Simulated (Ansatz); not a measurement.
# Sb chain started as a strip of triangles: period, moment and channels by functional, part 4 of 4

Aim: how far do the period, the moment and the conductance of the Sb chain started as a strip of triangles depend on the functional, the datasets and spin-orbit coupling, and at what cost?

Ansatz 0.2.0; DFT PBE, plane waves, PAW; relaxation of a chain's period (the session's first sound run).

So far, conductance of the lead as this run defines it (G₀): step 3 (the perfect wire, level PBE, k-mesh 1×1×27) 5.00; step 5 (PBEsol, another cell, k-mesh 1×1×28) 5.00; step 7 (RPBE, another cell) 5.00; step 9 (LDA, another cell, k-mesh 1×1×28) 5.00; step 14 (PBE spin-orbit) 3.08.

### Step 15. A varied input

This step: DFT PBE, plane waves, PAW; channels and complex bands of a perfect chain; changed: scf.initial_density.chi_scale = 0.0, scf.occupations.width = null, scf.occupations.method = "tetrahedron" (Ansatz 0.2.0).

The atoms of the run on the perfect lead (PBE) are kept and the input is varied, to see whether the result depends on it. The ELF is not written this time.

Input file input.yaml:

```yaml
crystal:
  lattice:
    - [9.0, 0.0, 0.0]
    - [0.0, 7.5, 0.0]
    - [0.0, 0.0, 2.9678109865]
  atoms:
    - { symbol: Sb, position: [0.354416837, 0.5, 0.0] }
    - { symbol: Sb, position: [0.645583163, 0.5, 0.5] }
kpoints:
  mp_grid: { grid: [1, 1, 27] }
  band_path: { path: ["Γ", Z], npoints: 60 }
scf:
  occupations: { method: tetrahedron }
  initial_density: { chi_scale: 0.0 }
hamiltonian:
  xc: pbe
output:
  transmission:
    e_range: [-2, 2]
    de: 0.035
    kmesh: [1, 1]
    reduced_basis: true
    leads: [[0, 0]]
  dos: { projected: true, e_range: [-6, 4] }
  write_potential: true
  write_density: true
  volumetric_format: npy
```

Run with:

```console
ansatz run input.yaml --threads 4 --pin off --max-ram 8192MiB --backend cpu --events-out ev --progress --plain --runs-dir out
```

Numbers of over 12 decimals in the logs are rounded to 6 here.

What it wrote:

```text
[...]
Crystal: 2 atoms, lattice volume = 200.327 Å³
Basis set: ecut = 420 eV, 3871 PW (Γ)
Bands: 19, of which v1, the nominal top of the filled ones, is band 15 counted from 1 (14 counted from 0)
Symmetry: 8 space group operations
[...]
k-points: 14 of 27
[...]
SCF iter   8: F=-12967.378634 eV  HF=-12967.378634 eV  |F-HF|=1.12e-9  |Δ(HF+E_count)|=   2.06e-8  Δρ=8.11e-7  dr2=2.42e-9  ethr=3.33e-10  ⟨swp⟩=3.0  Hψ=575  notcnv=0
SCF 1 converged in 8 iterations: F = -12967.378634 eV  dr2 = 2.42e-9
[...]
transmission: 4 of 24 steps passed
transmission: 8 of 24 steps passed
[...]
transmission: 24 of 24 steps passed
[...]
SCF converged after 8 iterations
Stability not checked: this state was not tested for a lower state beside it, because cold or Methfessel-Paxton smearing, or corrected tetrahedra, fill the levels in a way that the test cannot read (fill_not_monotonic; see scf.lower_state_search)
Free energy (F): -12967.378634 eV
[...]
Internal energy: -12967.378634 eV  (E = F + TS)
E sigma→0 (E₀):  -12967.378634 eV
Fermi energy:    -0.064909 eV
[...]
--- Band table (eV; the first three rows and the last of 14) ---
  k-point 0: bands = [... 11 lower, -9.1638, -3.3566, -2.7288, -0.7737, 1.7425, 2.8638, 4.0135, 4.6580]
  k-point 1: bands = [... 11 lower, -9.1413, -3.3320, -2.7047, -0.7513, 1.7576, 2.8867, 4.0363, 4.6805]
  k-point 2: bands = [... 11 lower, -9.0739, -3.2582, -2.6329, -0.6845, 1.7987, 2.9553, 4.0165, 4.1042]
  k-point 13: bands = [... 11 lower, -7.2411, -4.1571, -3.7128, 0.6405, 0.7474, 0.9194, 1.2479, 5.5125]
--- Transmission ---
  basis      : 595 plane waves across, 4 finite elements along
  points     : 1, standing for a mesh of 1 x 1
[...]
crystal 0  : Sb2, at the sites [0, 0], period 2.9678 Å: whole cells are its period
[...]
filled         : 7.1 meV under the level at which it is neutral
    channels       : 5.000000e0 a spin
[...]
```

The job ended after 26 s (4 threads of Arm Neoverse V1, shared host; peak memory 0.64 GiB).

Numbers from this step:

- conductance of the lead as this run defines it: 5.000 G₀

Open channels of the lead, one spin against energy, zero at the Fermi level:

```csv
energy (eV),"open channels of the lead, one spin"
-2.000,4
-1.790,4
-1.615,2
-1.405,2
-1.195,2
-0.985,2
-0.810,2
-0.600,3
-0.390,3
-0.215,5
-0.005,5
0.205,5
0.415,5
0.590,5
0.800,5
1.010,5
1.185,3
1.395,3
1.605,3
1.815,4
```

It took 26 s against 27 s for the run it varies, and the conductance is 5.00 G₀ against 5.00 G₀.

The channels at the energy nearest the Fermi level, one spin and conductance of the lead as this run defines it stay within 0.2 % plus 0.001 of the run it varies.

### Step 16. A varied input: output.transmission.temperature = 400.0

This step: DFT PBE, plane waves, PAW; channels and complex bands of a perfect chain; changed: output.transmission.temperature = 400.0 (Ansatz 0.2.0).

The atoms of the run on the perfect lead (PBE) are kept and the input is varied, to see whether the result depends on it. The ELF is not written this time.

Changes to input.yaml since step 15:

```diff
@@ -12,4 +12,3 @@
 scf:
-  occupations: { method: tetrahedron }
-  initial_density: { chi_scale: 0.0 }
+  occupations: { method: fermi_dirac, width: 0.05 }
 hamiltonian:
@@ -23,2 +22,3 @@
     leads: [[0, 0]]
+    temperature: 400.0
   dos: { projected: true, e_range: [-6, 4] }
```

What it wrote:

```text
[...]
Crystal: 2 atoms, lattice volume = 200.327 Å³
Basis set: ecut = 420 eV, 3871 PW (Γ)
Bands: 19, of which v1, the nominal top of the filled ones, is band 15 counted from 1 (14 counted from 0)
Symmetry: 8 space group operations
[...]
k-points: 14 of 27
[...]
k-point 13: bands = [... 11 lower, -7.2567, -4.1704, -3.7247, 0.6314, 0.7368, 0.9109, 1.2374, 5.5053]
--- Transmission ---
  basis      : 595 plane waves across, 4 finite elements along
  points     : 1, standing for a mesh of 1 x 1
[...]
crystal 0  : Sb2, at the sites [0, 0], period 2.9678 Å: whole cells are its period
[...]
filled         : 42.9 meV under the level at which it is neutral
    channels       : 5.000000e0 a spin
[...]
[key lines of the parts left out:]
SCF converged after 7 iterations
Free energy (F): -12967.382126 eV
Fermi energy:    -0.109841 eV
```

Run time: 27 s. Hardware: 4 threads; peak memory 0.67 GiB; 96 s of CPU time.

Numbers from this step:

```
energy at zero smearing : -12967.3714 eV
```

It took 27 s against 27 s for the run it varies, and the conductance is 5.00 G₀ against 5.00 G₀.

The channels at the energy nearest the Fermi level, one spin and conductance of the lead as this run defines it stay within 0.2 % plus 0.001 of the run it varies.

### Step 17. What came out

```
cell length, PBE                      : 2.968 Å
cell length, PBEsol                   : 2.934 Å
cell length, RPBE                     : 2.989 Å
cell length, LDA                      : 2.913 Å
cell length, PBE, JTH files           : 2.968 Å
cell length, PBE, no spin             : 2.968 Å
conductance, PBE                      : 5.00 G₀
conductance, PBEsol                   : 5.00 G₀
conductance, RPBE                     : 5.00 G₀
conductance, LDA                      : 5.00 G₀
conductance, with spin-orbit coupling : 3.08 G₀
```

Under PBE the cell's length is 2.97 Å, no moment survives, and it is a metal with 5 channels a spin next to the Fermi level, 5.00 G₀ at 300 K. The cell's length spans 2.6 % over the functionals, shortest under LDA and longest under RPBE. A perfect wire passes every open channel, so the conductance counts half a G₀ for each forward-moving state at the Fermi level, spin by spin. At the relaxed period it forms two rows 2.62 Å apart, with 3.01 Å between atoms of unlike rows and 2.97 Å along a row: a strip of triangles. Spin-orbit coupling moves the conductance from 5.00 G₀ to 3.08 G₀. Transport is coherent and elastic here: the atoms are frozen, so scattering by vibrations plays no part.

[Logs are printed without paths, hosts, clocks, repeated set-up lines and the standing remarks that a program may print on its own settings, such as how far it seeks lower states.]

[Hosts, paths, dates, database ids (printed as entryN), source tags and the programs' standing remarks are cut or masked in the printed files.]
